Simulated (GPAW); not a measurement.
**MgS (F-43m): the gap under uniaxial strain**

Aim: the gap of MgS (F-43m) under uniaxial strain, by LDA and G0W0.

Method: LDA and many-body steps on it, plane waves, in GPAW 26.7.0.

### Step 1. The structure

It takes space group F-43m (No. 216, cubic). The conventional cell has a = 5.666 Å, b = 5.666 Å, c = 5.666 Å, α = 90.00°, β = 90.00°, γ = 90.00°. Nearest to Mg lie 4 S at 2.45 Å. S has 4 Mg at 2.45 Å nearest. Farther neighbours and most contacts between anions are not listed.

The cell is the Materials Project's (PBE, PBE+U or r2SCAN) relaxed one; fractional positions held. This is not the form that MgS usually takes at ambient conditions.

### Step 2. Ground state

This step: GPAW 26.7.0; DFT, LDA, plane waves, PAW.

The ground-state density comes first.

run.py

```python
import json
import numpy as np
from gpaw.mpi import world
from ase import Atoms
from gpaw import GPAW, PW, FermiDirac

atoms = Atoms(['Mg', 'S'],
    cell=[[0.0000000000, 2.8331200468, 2.8331200468],
      [2.8331200468, 0.0000000000, 2.8331200468],
      [2.8331200468, 2.8331200468, 0.0000000000]],
    scaled_positions=[[0.0000000000, 0.0000000000, 0.0000000000],
      [0.7500000000, 0.7500000000, 0.7500000000]],
    pbc=(True, True, True))
calc = GPAW(mode=PW(450),
    xc='LDA',
    kpts={'size': (8, 8, 8), 'gamma': True},
    occupations=FermiDirac(0.001),
    nbands=-7,
    convergence={'density': 1e-6, 'bands': -3},
    maxiter=100,
    txt='gs.txt')
atoms.calc = calc
res = {'energy': atoms.get_potential_energy()}
kpts = calc.get_ibz_k_points()
res['kpts'] = kpts
res['eigenvalues'] = [calc.get_eigenvalues(kpt=k) for k in range(len(kpts))]
res['n_electrons'] = calc.get_number_of_electrons()
calc.write('gs.gpw')

if world.rank == 0:
    with open('result.json', 'w') as f:
        json.dump(res, f, default=lambda x: x.tolist())
```

Run with:

```
mpirun -n 4 gpaw python run.py
```

Numbers of over 12 decimals in the logs are rounded to 6 here.

Log:

```text
__  _  _
 | _ |_)|_||  |
 |__||  | ||/\| - 26.7.0

Input parameters:
  mode=PW(ecut=450.000000),
  convergence={'density': 1e-06, 'bands': -3},
  kpts=MonkhorstPack(size=(8, 8, 8), gamma=True),
  maxiter=100,
  nbands=-7,
  occupations=Occupations(name='fermi-dirac', width=0.001, fixmagmom=False),
  xc=XC(name='LDA')
  [... matrices ...]
Diagonalizing LCAO Hamiltonian
Converting LCAO to pw mode

                    S

[...]
| band index |      eig [eV] | occ [0-2] |
|          0 |       -71.651 |     2.000 |
|          1 |       -39.094 |     2.000 |
|          2 |       -39.094 |     2.000 |
[...]
|         13 |        12.210 |     0.000 |
|         14 |        14.922 |     0.000 |

Gap: 3.176 eV
Transition (v -> c):
  (s=0, k=0, n=7, [0.00, 0.00, 0.00]) -> (s=0, k=0, n=8, [0.00, 0.00, 0.00])
No difference between direct/indirect transitions
# Writing to gs.gpw (mode='')
  [... matrices ...]
[key lines of the parts left out:]
Converged in 10 steps
Free energy:      -9.409501
dipole moment: (-5.527567, -5.527567, -5.527567)  # |e|*Ang
Fermi level: 2.534
```

Wall time 4.3 s (4 MPI ranks of Intel Xeon Platinum 8559C (Emerald Rapids), shared host); peak memory 0.62 GiB.

Numbers from this step:

| Property | Result |
| --- | --- |
| total energy | -9.410 eV |
| gap | 3.176 eV |
| k of the valence top | 0, 0, 0 |
| k of the conduction bottom | 0, 0, 0 |
| least direct gap | 3.176 eV |

The gap is direct, at Γ.

### Step 3. Empty states on the mesh, 4×4×4 mesh, 219 bands

The sums over transitions need many empty states on a uniform mesh; this step solves for them.

run.py

```python
import json
import numpy as np
from gpaw.mpi import world
from gpaw import GPAW

calc = GPAW('gs.gpw').fixed_density(kpts={'size': (4, 4, 4), 'gamma': True},
    parallel={'domain': 1, 'band': 1},
    txt='nscf.txt')
calc.diagonalize_full_hamiltonian(nbands=219)
calc.write('full.gpw', mode='all')
res = {}
kpts = calc.get_ibz_k_points()
res['kpts'] = kpts
res['eigenvalues'] = [calc.get_eigenvalues(kpt=k) for k in range(len(kpts))]
res['n_electrons'] = calc.get_number_of_electrons()

if world.rank == 0:
    with open('result.json', 'w') as f:
        json.dump(res, f, default=lambda x: x.tolist())
```

Run with:

```
mpirun -n 4 gpaw python run.py
```

Log:

```text
Diagonalizing LCAO Hamiltonian
Converting LCAO to pw mode
convergence criteria:
- Maximum integral of absolute [eigenst]ate change: 4e-08 eV^2 / valence electron
maximum number of iterations: 100

SCF iterations
|iter     |     time |      energy | eigst |  dens |
|iter:   1|  |             | +0.95 |       |
|iter:   2|  |             | -0.36 |       |
|iter:   3|  |             | -1.33 |       |
[...]
|iter:   7|  |             | -6.15 |       |
|iter:   8|  |             | -7.30 |       |
|iter:   9|  |             | -7.89c|       |
SCF steps: 9
  __  _  _
 | _ |_)|_||  |
 |__||  | ||/\| - 26.7.0

Input parameters:
  mode=PW(ecut=450.000000),
  convergence={'density': 1e-06, 'bands': -3},
  gpts=array([20, 20, 20]),
  kpts=MonkhorstPack(size=(4, 4, 4), gamma=True),
  maxiter=100,
  nbands=15,
  occupations=Occupations(name='fermi-dirac', width=0.001, fixmagmom=False),
  parallel={'domain': 1, 'band': 1},
  xc=XC(name='LDA')
Matrix size: 982x982
# Writing to full.gpw (mode='all')
  [... matrices ...]

timing:  # [seconds]
  Total: 1.437  # ━━━━━━━━━━━━━━━━━━━━━━━━━━━━━━━━━━━━━━━━━━━━━━━━━━━━━━━━━━━
```

Elapsed: 4.9 s, on 4 MPI ranks; peak memory 0.85 GiB.

This step gave:

* gap: 3.176 eV
* k of the valence top: 0, 0, 0
* k of the conduction bottom: 0, 0, 0
* least direct gap: 3.176 eV
* k points computed: 8
* lowest point of the top converged band, above the valence top: 153.8247 eV

On this mesh the gap is 3.176 eV.

### Step 4. G0W0, strain +0 %

Now the one-shot GW correction: screening in the RPA, then the self-energy of the levels asked for.

This step: G0W0 on LDA, plane waves, PAW.

run.py

```python
import json
import numpy as np
from gpaw.mpi import world
from gpaw.response.g0w0 import G0W0

gw = G0W0('full.gpw',
    filename='gw',
    kpts=[0],
    bands=(6, 10),
    ecut=np.float64(160.0),
    integrate_gamma='WS',
    ppa=True,
    ecut_extrapolation=True)
gw.calculate()
res = {mode: {k: v for k, v in r.items() if k != 'sigma_eskwn'}
       for mode, r in gw.all_results.items()}

if world.rank == 0:
    with open('result.json', 'w') as f:
        json.dump(res, f, default=lambda x: x.tolist())
```

Run with:

```
mpirun -n 4 gpaw python run.py
```

Log:

```text
Using integrator: PointIntegrator
FrequencyGridDescriptor(from 0.000+0.000j to 0.000+27.211j eV, 2 points)
Nonperiodic BCs:  [False False False]
Using integrator: PointIntegrator
FrequencyGridDescriptor(from 0.000+0.000j to 0.000+27.211j eV, 2 points)
Nonperiodic BCs:  [False False False]
  ___  _ _ _
 |   || | | |
 | | || | | |
 |__ ||_____|
 |___|

BZ k-points: Symmetries present (total): 24

  [... matrices ...]
64 k-points: 4 x 4 x 4 Monkhorst-Pack grid + [1/8,1/8,1/8]
8 k-points in the irreducible part of the Brillouin zone
       k-points in crystal coordinates                weights
   0:     0.00000000    0.00000000    0.00000000          1/64
   1:     0.25000000    0.25000000    0.00000000          6/64
   2:     0.25000000    0.25000000    0.25000000          8/64
[...]
6:     0.50000000    0.50000000    0.25000000         24/64
   7:     0.50000000    0.50000000    0.50000000          4/64

Distributing spins, k-points and bands (1 x 1 x 4) over 4 processes
Number of blocks: 1

Quasi particle states:
k-points (IBZ indices): [0]
Band range: (6, 10)
  [... matrices ...]
Computational parameters:
Extrapolating to infinite plane wave cut-off using points at:
  137.884 eV
  147.917 eV
  160.000 eV
Number of bands: 209
Coulomb cutoff: None
Broadening: 0.1 eV

fxc modes: GW
Kernel: RPA
Using Godby-Needs plasmon-pole approximation:
  Fitting energy: i*E0, E0 = 1.000 Hartree
Summing all q:

Calculating screened Coulomb potential
No Coulomb truncation
FrequencyGridDescriptor(from 0.000+0.000j to 0.000+27.211j eV, 2 points)
Removing empty qpoint cache files...

Calculating chi0 body with:
    Ground state adapter containing:
    Number of spins: 1
    Number of kpoints: 64
    Number of irreducible kpoints: 8
    Number of completely occupied states: 8
    Number of partially occupied states: 8
    Occupied states memory: 0.9765625 M / cpu

    Linear response parametrization:
    q_c: [0.0, 0.0, 0.0]
    Number of frequency points: 2
    Planewave cutoff: 160.0
    Number of bands: 209
    Number of planewaves: 181
    Broadening (eta): 1e-06
    comm.size: 4
    kncomm.size: 4
    blockcomm.size: 1

    Memory estimate of potentially large arrays:
        chi0_wGG: 0.999786 M / cpu
Integrating chi0 body.

Symmetries of q_c:
    Direct symmetries (Uq -> q): 24
    Indirect symmetries (TUq -> q): 24
In total 48 allowed symmetries.

  [... matrices ...]
8 groups of equivalent kpoints. 87.5% reduction.

Integral kind: response function
Integrating chi0 head and wings.

Symmetries of q_c:
    Direct symmetries (Uq -> q): 24
    Indirect symmetries (TUq -> q): 24
In total 48 allowed symmetries.

  [... matrices ...]
8 groups of equivalent kpoints. 87.5% reduction.

Integral kind: response function wings

Calculating chi0 body with:
    Ground state adapter containing:
    Number of spins: 1
    Number of kpoints: 64
    Number of irreducible kpoints: 8
    Number of completely occupied states: 8
    Number of partially occupied states: 8
    Occupied states memory: 0.9765625 M / cpu

    Linear response parametrization:
[... the further q-points ...]
Extrapolating selfenergy to infinite energy cutoff:
  Performing linear fit to 3 points
  Minimum R^2 = 0.9988. (R^2 Should be close to 1)
  [... matrices ...]
Results:
f:      Occupation numbers
eps:     KS-eigenvalues [eV]
vxc:     KS vxc [eV]
exx:     Exact exchange [eV]
sigma:   Self-energies [eV]
dsigma:  Self-energy derivatives
Z:       Renormalization factors
qp:      QP-energies [eV]

k-point 0 (0): (0.000, 0.000, 0.000)                GW
band       f     eps     vxc     exx   sigma  dsigma       Z      qp
                                                                   GW
   6   1.000   1.541 -15.058 -18.097   1.389  -0.281   0.780   0.252
   7   1.000   1.541 -15.058 -18.097   1.389  -0.281   0.780   0.253
   8   0.000   4.716 -10.894  -6.591  -3.641  -0.221   0.819   5.258
   9   0.000   9.281 -10.602  -5.295  -4.151  -0.236   0.809  10.216
```

Run time: 60 s. Hardware: 4 MPI ranks; peak memory 1.2 GiB.

Numbers from this step:

```yaml
quasiparticle_gap_on_the_points_computed: 5.006 eV
least_direct_quasiparticle_gap_on_the_computed_points: 5.006 eV
z_at_the_valence_top: 0.7803
z_at_the_conduction_bottom: 0.8189
starting_gap_on_the_mesh: 3.176 eV
k_of_the_valence_top: 0, 0, 0
k_of_the_conduction_bottom: 0, 0, 0
gaps_at_the_cutoffs_of_the_extrapolation: 4.912, 4.921, 4.931 eV
```

The gap on the mesh goes from 3.18 eV to 5.01 eV, a correction of +1.83 eV.

### Step 5. One-shot HSE06, strain +0 %

This step: one-shot HSE06 levels on LDA orbitals, plane waves, PAW.

run.py

```python
import json
import numpy as np
from gpaw.mpi import world
from gpaw.hybrids.eigenvalues import non_self_consistent_eigenvalues

dft, vxc, vxc_hyb = non_self_consistent_eigenvalues('full.gpw', 'HSE06', 6, 10, kpt_indices=[0])
res = {'dft': dft[0], 'hybrid': (dft - vxc + vxc_hyb)[0]}
if world.rank == 0:
    with open('hybrid.txt', 'w') as f:
        for k, e0, e1 in zip([0], res['dft'], res['hybrid']):
            print(k, ' '.join(f'{x:9.4f}' for x in e0), '|', ' '.join(f'{x:9.4f}' for x in e1), file=f)

if world.rank == 0:
    with open('result.json', 'w') as f:
        json.dump(res, f, default=lambda x: x.tolist())
```

Run with:

```
mpirun -n 4 gpaw python run.py
```

Log:

```text
IBZ(<points: 8, symmetries: 24>)
Occupied bands: 8
Transforming wave functions from IBZ to BZ: 0.018 seconds
Distributing wave functions and iFFT-ing to real space: 0.073 seconds
Calculating eigenvalues:
  k-points: 1
  Bands: 6-9 (inclusive)
  Seconds: 0.091 (wave-function broadcasting: 0.003 seconds)
HSE06-eigenvalue shifts:
  min: -0.621 eV
  ave: 0.082 eV
  max: 0.886 eV
```

Run time: 3.4 s. Hardware: 4 MPI ranks; peak memory 0.52 GiB.

Numbers from this step:

```
starting gap on the mesh                       : 3.176 eV
hybrid gap on the mesh                         : 4.480 eV
least direct hybrid gap on the computed points : 4.480 eV
```

### Step 6. G0W0, strain -1 %

This step: G0W0 on LDA, plane waves, PAW.

The cell differs from the one that the last finished run ended in (a 4.007 → 3.987 Å, b 4.007 → 3.987 Å, γ 60.0 → 60.3°).

run.py

```python
import json
import numpy as np
from gpaw.mpi import world
from gpaw.response.g0w0 import G0W0

gw = G0W0('full.gpw',
    filename='gw',
    kpts=[0],
    bands=(6, 10),
    ecut=np.float64(161.076),
    integrate_gamma='WS',
    ppa=True,
    ecut_extrapolation=True)
gw.calculate()
res = {mode: {k: v for k, v in r.items() if k != 'sigma_eskwn'}
       for mode, r in gw.all_results.items()}

if world.rank == 0:
    with open('result.json', 'w') as f:
        json.dump(res, f, default=lambda x: x.tolist())
```

Run with:

```
mpirun -n 4 gpaw python run.py
```

Log:

```text
Using integrator: PointIntegrator
FrequencyGridDescriptor(from 0.000+0.000j to 0.000+27.211j eV, 2 points)
Nonperiodic BCs:  [False False False]
Using integrator: PointIntegrator
FrequencyGridDescriptor(from 0.000+0.000j to 0.000+27.211j eV, 2 points)
Nonperiodic BCs:  [False False False]
  ___  _ _ _
 |   || | | |
 | | || | | |
 |__ ||_____|
 |___|

BZ k-points: Symmetries present (total): 8

  [... matrices ...]
64 k-points: 4 x 4 x 4 Monkhorst-Pack grid + [1/8,1/8,1/8]
13 k-points in the irreducible part of the Brillouin zone
[...]
Results:
f:      Occupation numbers
eps:     KS-eigenvalues [eV]
vxc:     KS vxc [eV]
exx:     Exact exchange [eV]
sigma:   Self-energies [eV]
dsigma:  Self-energy derivatives
Z:       Renormalization factors
qp:      QP-energies [eV]

k-point 0 (0): (0.000, 0.000, 0.000)                GW
band       f     eps     vxc     exx   sigma  dsigma       Z      qp
                                                                   GW
   6   1.000   1.602 -15.083 -18.127   1.386  -0.281   0.781   0.308
   7   1.000   1.628 -15.080 -18.123   1.385  -0.281   0.781   0.334
   8   0.000   4.836 -10.935  -6.612  -3.661  -0.221   0.819   5.377
   9   0.000   9.373 -10.650  -5.332  -4.158  -0.233   0.811  10.314
```

Run time: 69 s. Hardware: 4 MPI ranks; peak memory 1.2 GiB.

Numbers from this step:

| Property | Result |
| --- | --- |
| quasiparticle gap on the points computed | 5.044 eV |
| least direct quasiparticle gap on the computed points | 5.044 eV |
| starting gap on the mesh | 3.208 eV |
| k of the valence top | 0, 0, 0 |
| k of the conduction bottom | 0, 0, 0 |
| gaps at the cutoffs of the extrapolation | 4.949, 4.959, 4.968 eV |

The gap on the mesh goes from 3.21 eV to 5.04 eV, a correction of +1.84 eV.

Ground state, empty states and screening of this cell were made anew, as for the first cell; those steps are not shown. Ions: fractional positions held.

### Step 7. One-shot HSE06, strain -1 %

This step: one-shot HSE06 levels on LDA orbitals, plane waves, PAW.

run.py

```python
import json
import numpy as np
from gpaw.mpi import world
from gpaw.hybrids.eigenvalues import non_self_consistent_eigenvalues

dft, vxc, vxc_hyb = non_self_consistent_eigenvalues('full.gpw', 'HSE06', 6, 10, kpt_indices=[0])
res = {'dft': dft[0], 'hybrid': (dft - vxc + vxc_hyb)[0]}
if world.rank == 0:
    with open('hybrid.txt', 'w') as f:
        for k, e0, e1 in zip([0], res['dft'], res['hybrid']):
            print(k, ' '.join(f'{x:9.4f}' for x in e0), '|', ' '.join(f'{x:9.4f}' for x in e1), file=f)

if world.rank == 0:
    with open('result.json', 'w') as f:
        json.dump(res, f, default=lambda x: x.tolist())
```

Run with:

```
mpirun -n 4 gpaw python run.py
```

Log:

```text
IBZ(<points: 13, symmetries: 8>)
Occupied bands: 8
Transforming wave functions from IBZ to BZ: 0.018 seconds
Distributing wave functions and iFFT-ing to real space: 0.087 seconds
Calculating eigenvalues:
  k-points: 1
  Bands: 6-9 (inclusive)
  Seconds: 0.127 (wave-function broadcasting: 0.005 seconds)
HSE06-eigenvalue shifts:
  min: -0.622 eV
  ave: 0.083 eV
  max: 0.887 eV
```

Run time: 3.6 s. Hardware: 4 MPI ranks; peak memory 0.51 GiB.

This step gave:

```yaml
starting_gap_on_the_mesh: 3.208 eV
hybrid_gap_on_the_mesh: 4.516 eV
least_direct_hybrid_gap_on_the_computed_points: 4.516 eV
```

### Step 8. G0W0, strain +1 %

This step: G0W0 on LDA, plane waves, PAW.

The cell differs from the one that the last finished run ended in (a 3.987 → 4.027 Å, b 3.987 → 4.027 Å, α 59.8 → 60.2°, β 59.8 → 60.2°, γ 60.3 → 59.7°).

run.py

```python
import json
import numpy as np
from gpaw.mpi import world
from gpaw.response.g0w0 import G0W0

gw = G0W0('full.gpw',
    filename='gw',
    kpts=[0],
    bands=(6, 10),
    ecut=np.float64(158.942),
    integrate_gamma='WS',
    ppa=True,
    ecut_extrapolation=True)
gw.calculate()
res = {mode: {k: v for k, v in r.items() if k != 'sigma_eskwn'}
       for mode, r in gw.all_results.items()}

if world.rank == 0:
    with open('result.json', 'w') as f:
        json.dump(res, f, default=lambda x: x.tolist())
```

Run with:

```
mpirun -n 4 gpaw python run.py
```

Log:

```text
Using integrator: PointIntegrator
FrequencyGridDescriptor(from 0.000+0.000j to 0.000+27.211j eV, 2 points)
Nonperiodic BCs:  [False False False]
Using integrator: PointIntegrator
FrequencyGridDescriptor(from 0.000+0.000j to 0.000+27.211j eV, 2 points)
Nonperiodic BCs:  [False False False]
  ___  _ _ _
 |   || | | |
 | | || | | |
 |__ ||_____|
 |___|

BZ k-points: Symmetries present (total): 8

  [... matrices ...]
64 k-points: 4 x 4 x 4 Monkhorst-Pack grid + [1/8,1/8,1/8]
13 k-points in the irreducible part of the Brillouin zone
[...]
Results:
f:      Occupation numbers
eps:     KS-eigenvalues [eV]
vxc:     KS vxc [eV]
exx:     Exact exchange [eV]
sigma:   Self-energies [eV]
dsigma:  Self-energy derivatives
Z:       Renormalization factors
qp:      QP-energies [eV]

k-point 0 (0): (0.000, 0.000, 0.000)                GW
band       f     eps     vxc     exx   sigma  dsigma       Z      qp
                                                                   GW
   6   1.000   1.481 -15.033 -18.069   1.386  -0.283   0.780   0.195
   7   1.000   1.481 -15.033 -18.069   1.386  -0.283   0.780   0.195
   8   0.000   4.599 -10.854  -6.571  -3.625  -0.221   0.819   5.138
   9   0.000   9.183 -10.557  -5.266  -4.142  -0.236   0.809  10.113
```

Wall time 70 s (4 MPI ranks); peak memory 1.2 GiB; 4.7 min of CPU time.

Numbers from this step:

| Item | Value |
| --- | --- |
| quasiparticle gap on the points computed | 4.943 eV |
| least direct quasiparticle gap on the computed points | 4.943 eV |
| starting gap on the mesh | 3.118 eV |
| k of the valence top | 0, 0, 0 |
| k of the conduction bottom | 0, 0, 0 |
| gaps at the cutoffs of the extrapolation | 4.847, 4.857, 4.867 eV |

The gap on the mesh goes from 3.12 eV to 4.94 eV, a correction of +1.83 eV.

Again on this cell's own states.

### Step 9. One-shot HSE06, strain +1 %

This step: one-shot HSE06 levels on LDA orbitals, plane waves, PAW.

run.py

```python
import json
import numpy as np
from gpaw.mpi import world
from gpaw.hybrids.eigenvalues import non_self_consistent_eigenvalues

dft, vxc, vxc_hyb = non_self_consistent_eigenvalues('full.gpw', 'HSE06', 6, 10, kpt_indices=[0])
res = {'dft': dft[0], 'hybrid': (dft - vxc + vxc_hyb)[0]}
if world.rank == 0:
    with open('hybrid.txt', 'w') as f:
        for k, e0, e1 in zip([0], res['dft'], res['hybrid']):
            print(k, ' '.join(f'{x:9.4f}' for x in e0), '|', ' '.join(f'{x:9.4f}' for x in e1), file=f)

if world.rank == 0:
    with open('result.json', 'w') as f:
        json.dump(res, f, default=lambda x: x.tolist())
```

Run with:

```
mpirun -n 4 gpaw python run.py
```

Log:

```text
IBZ(<points: 13, symmetries: 8>)
Occupied bands: 8
Transforming wave functions from IBZ to BZ: 0.019 seconds
Distributing wave functions and iFFT-ing to real space: 0.104 seconds
Calculating eigenvalues:
  k-points: 1
  Bands: 6-9 (inclusive)
  Seconds: 0.120 (wave-function broadcasting: 0.004 seconds)
HSE06-eigenvalue shifts:
  min: -0.620 eV
  ave: 0.080 eV
  max: 0.882 eV
```

Wall time 3.8 s (4 MPI ranks); peak memory 0.47 GiB; 14 s of CPU time.

Numbers from this step:

| Item | Value |
| --- | --- |
| starting gap on the mesh | 3.118 eV |
| hybrid gap on the mesh | 4.418 eV |
| least direct hybrid gap on the computed points | 4.418 eV |

(Continued in part 2 of 2.)

[Paths, hosts, dates, memory and timing lines, banners, echoed tables and standing remarks are left out of the program output.]

[Logs are printed without paths, hosts, clocks, repeated set-up lines and the standing remarks that a program may print on its own settings, such as how far it seeks lower states.]

[Runs of the session that timed out or met a known fault of the program may be left out.]

[Hosts, paths, dates, database ids (printed as entryN), source tags and the programs' standing remarks are cut or masked in the printed files.]
